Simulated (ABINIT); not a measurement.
# CsSrF3 (Pm-3m): a self-consistent loop beyond G0W0, cycle by cycle, part 2 of 2

Wanted: G0W0 and self-consistent gaps of CsSrF3 (Pm-3m), with the cost of the cycles.

ABINIT 10.8.3; LDA and many-body steps on it, plane waves. Known limits of the many-body steps: not at the basis limit; no spin-orbit coupling; coarse k mesh.

So far. Step 10 (evGW, cycle 1): Against G0W0 in ABINIT (2×2×2 mesh, 91 bands, screening to 106.1 eV, Godby-Needs plasmon pole), the gap moves by +1.446 eV. Step 13 (evGW, cycle 2): Against the cycle before, the gap moves by +0.144 eV.

### 16. evGW, cycle 3

This step: evGW on LDA, plane waves, norm-conserving pseudopotentials.

run.abi

```
acell 3*1.0 Angstrom
rprim 
  4.763247010000 0.000000000000 0.000000000000
  0.000000000000 4.763247010000 0.000000000000
  0.000000000000 0.000000000000 4.763247010000
ntypat 3
znucl 55 38 9
natom 5
typat 1 2 3 3 3
xred 
  0.000000000000 0.000000000000 0.000000000000
  0.500000000000 0.500000000000 0.500000000000
  0.000000000000 0.500000000000 0.500000000000
  0.500000000000 0.000000000000 0.500000000000
  0.500000000000 0.500000000000 0.000000000000
pp_dirpath "pseudos"
pseudos "Cs.upf, Sr.upf, F.upf"
ecut 36
ngkpt 2 2 2
nshiftk 1
shiftk 0 0 0
kptopt 1
chksymbreak 0
istwfk *1
occopt 1
irdwfk 1
optdriver 4
nband 91
gwcalctyp 10
ecutsigx 36
symsigma 1
nkptgw 4
kptgw 
  0.0000000000 0.0000000000 0.0000000000
  0.5000000000 0.0000000000 0.0000000000
  0.5000000000 0.5000000000 0.0000000000
  0.5000000000 0.5000000000 0.5000000000
bdgw 
  9 38
  9 38
  9 38
  9 38
ecuteps 3.9
irdscr 1
ppmodel 1
irdqps 1
indata_prefix "in"
outdata_prefix "out"
tmpdata_prefix "tmp"
```

Launch:

```console
$ OMP_NUM_THREADS=1 mpirun -n 8 abinit run.abi > log
```

Run time: 60 s. Hardware: 8 MPI ranks of Arm Neoverse N1, shared host; peak memory 3.7 GiB.

This step gave:

- quasiparticle gap on the mesh: 11.18 eV
- gap of the density functional on the mesh: 6.076 eV
- k of the valence top: 0, 0, 0
- k of the conduction bottom: 0, 0, 0
- least direct quasiparticle gap on the computed points: 11.18 eV

Against the cycle before, the gap moves by +0.014 eV.

### 17. Screening, 2×2×2 mesh, 91 bands, screening to 106.1 eV

This step: RPA screening on LDA, plane waves, norm-conserving pseudopotentials.

run.abi, as its differences from that of step 16:

```diff
@@ -26,22 +26,13 @@
 irdwfk 1
-optdriver 4
+optdriver 3
 nband 91
+ecuteps 3.9
+inclvkb 2
+awtr 1
+symchi 1
 gwcalctyp 10
-ecutsigx 36
-symsigma 1
-nkptgw 4
-kptgw 
-  0.0000000000 0.0000000000 0.0000000000
-  0.5000000000 0.0000000000 0.0000000000
-  0.5000000000 0.5000000000 0.0000000000
-  0.5000000000 0.5000000000 0.5000000000
-bdgw 
-  9 38
-  9 38
-  9 38
-  9 38
-ecuteps 3.9
-irdscr 1
-ppmodel 1
-irdqps 1
+mbpt_sciss 5.267 eV
+nqptdm 1
+qptdm 
+  0 0 0
 indata_prefix "in"
```

Elapsed: 14 s, on 8 MPI ranks; peak memory 2 GiB.

This step gave:

| Quantity | Value |
| --- | --- |
| ε∞ with local fields, on this mesh, along the program's q direction | 1.913 |
| the same without local fields | 2.069 |
| plasma frequency | 22.59 eV |
| plane waves in the screening matrix | 257 |

This screening uses the functional's bands under a rigid shift, the mean opening of the cycle before.

### 18. Screening, 2×2×2 mesh, 91 bands, screening to 106.1 eV

This step: RPA screening on LDA from quasiparticle energies, plane waves, norm-conserving pseudopotentials.

run.abi, as its differences from that of step 17:

```diff
@@ -32,7 +32,9 @@
 symchi 1
+irdqps 1
 gwcalctyp 10
-mbpt_sciss 5.267 eV
-nqptdm 1
+nqptdm 3
 qptdm 
-  0 0 0
+  0.5000000000 0.0000000000 0.0000000000
+  0.5000000000 0.5000000000 0.0000000000
+  0.5000000000 0.5000000000 0.5000000000
 indata_prefix "in"
```

mrgscr.stdin

```
2
merged
q0_SCR
out_SCR
1
```

Launch:

```console
$ OMP_NUM_THREADS=1 mpirun -n 8 abinit run.abi > log; mrgscr < mrgscr.stdin
```

Wall time 11 s (8 MPI ranks); peak memory 1.5 GiB.

Numbers from this step:

| Property | Result |
| --- | --- |
| plasma frequency | 22.59 eV |
| plane waves in the screening matrix | 257 |

This screening reads the quasiparticle levels of the cycle before.

### 19. evGW, cycle 4

This step: evGW on LDA, plane waves, norm-conserving pseudopotentials.

run.abi, as its differences from that of step 18:

```diff
@@ -26,12 +26,10 @@
 irdwfk 1
-optdriver 3
+optdriver 4
 nband 91
-ecuteps 3.9
-inclvkb 2
-awtr 1
-symchi 1
-irdqps 1
 gwcalctyp 10
-nqptdm 3
-qptdm 
+ecutsigx 36
+symsigma 1
+nkptgw 4
+kptgw 
+  0.0000000000 0.0000000000 0.0000000000
   0.5000000000 0.0000000000 0.0000000000
@@ -39,2 +37,11 @@
   0.5000000000 0.5000000000 0.5000000000
+bdgw 
+  9 38
+  9 38
+  9 38
+  9 38
+ecuteps 3.9
+irdscr 1
+ppmodel 1
+irdqps 1
 indata_prefix "in"
```

Launch:

```console
$ OMP_NUM_THREADS=1 mpirun -n 8 abinit run.abi > log
```

Run time: 61 s. Hardware: 8 MPI ranks; peak memory 3.7 GiB.

This step gave:

* quasiparticle gap on the mesh: 11.19 eV
* gap of the density functional on the mesh: 6.076 eV
* k of the valence top: 0, 0, 0
* k of the conduction bottom: 0, 0, 0
* least direct quasiparticle gap on the computed points: 11.19 eV

Against the cycle before, the gap moves by +0.002 eV.

### 20. The runs together

Times are wall times on 8 MPI ranks of Arm Neoverse N1, shared host, good to a factor of about two. A run's time includes the screening step that it read.

| run | mesh | bands | screening cutoff (eV) | DFT gap (eV) | gap on the mesh (eV) | direct (eV) | ε∞ used | time |
| --- | --- | --- | --- | --- | --- | --- | --- | --- |
| G0W0 | 2×2×2 | 91 | 106.1 | 6.076 | 9.580 | 9.580 | 2.27 | 26 s |
| evGW0, cycle 1 | 2×2×2 | 91 | 106.1 | 6.076 | 10.249 | 10.249 | 2.27 | 78 s |
| evGW0, cycle 2 | 2×2×2 | 91 | 106.1 | 6.076 | 10.153 | 10.153 | 2.27 | 79 s |
| evGW0, cycle 3 | 2×2×2 | 91 | 106.1 | 6.076 | 10.151 | 10.151 | 2.27 | 78 s |
| evGW, cycle 1 | 2×2×2 | 91 | 106.1 | 6.076 | 11.026 | 11.026 | 1.96 | 84 s |
| evGW, cycle 2 | 2×2×2 | 91 | 106.1 | 6.076 | 11.170 | 11.170 | 1.92 | 83 s |
| evGW, cycle 3 | 2×2×2 | 91 | 106.1 | 6.076 | 11.184 | 11.184 | 1.91 | 85 s |
| evGW, cycle 4 | 2×2×2 | 91 | 106.1 | 6.076 | 11.186 | 11.186 | 1.91 | 87 s |

### 21. What came out

```
G0W0           : 9.580 eV
evGW0, cycle 1 : 10.249 eV
evGW0, cycle 2 : 10.153 eV
evGW0, cycle 3 : 10.151 eV
evGW, cycle 1  : 11.026 eV
evGW, cycle 2  : 11.170 eV
evGW, cycle 3  : 11.184 eV
evGW, cycle 4  : 11.186 eV
known limits   : not at the basis limit; no spin-orbit coupling; coarse k mesh
```

What this shows: Only the bands that the input lists are updated; the others, empty or deep, keep the functional's energies or take a rigid shift. The evGW loop starts from the last levels of evGW0, so its cycles and time come on top of those. evGW0 ends at 10.15 eV, +0.57 eV from G0W0, after 3 cycles that took 3 min beside the first screening; the last moved the gap by 0.002 eV. evGW ends at 11.19 eV, +1.61 eV from G0W0, after 4 cycles that took 5.7 min beside the first screening; the last moved the gap by 0.002 eV. The first cycle of evGW0 takes the full correction, without the factor Z, so it overshoots the one-shot value. Bands and cutoff are finite, so the gap is not at the basis limit. The miss can reach some tenths of an eV and take either sign; the mesh is an error of its own. The 2×2×2 mesh is coarse for this cell, which bears on the long-range parts of exchange and screening. This is the ideal cubic cell; many perovskites, halides above all, are cubic only on average, and local tilts or off-centring can widen the gap. In the updated screening the q = 0 part is built from Kohn-Sham bands under a rigid shift, the other q from the quasiparticle levels. The many-body steps are scalar-relativistic: spin-orbit coupling is not in them.

[Paths, hosts, dates, memory and timing lines, banners, echoed tables and standing remarks are left out of the program output.]

[Logs are printed without paths, hosts, clocks, repeated set-up lines and the standing remarks that a program may print on its own settings, such as how far it seeks lower states.]

[Runs of the session that timed out or met a known fault of the program may be left out.]

[Hosts, paths, dates, database ids (printed as entryN), source tags and the programs' standing remarks are cut or masked in the printed files.]

[G0W0 gaps are taken among the corrected bands and points alone; a level outside them can change the order at an edge.]

[Where Ansatz stands beside ABINIT at settings called matched, ABINIT's density can come from a denser mesh and the files from another edition; pairs whose starting gaps differed by over 0.03 eV were left out, so agreement reads better than it is.]
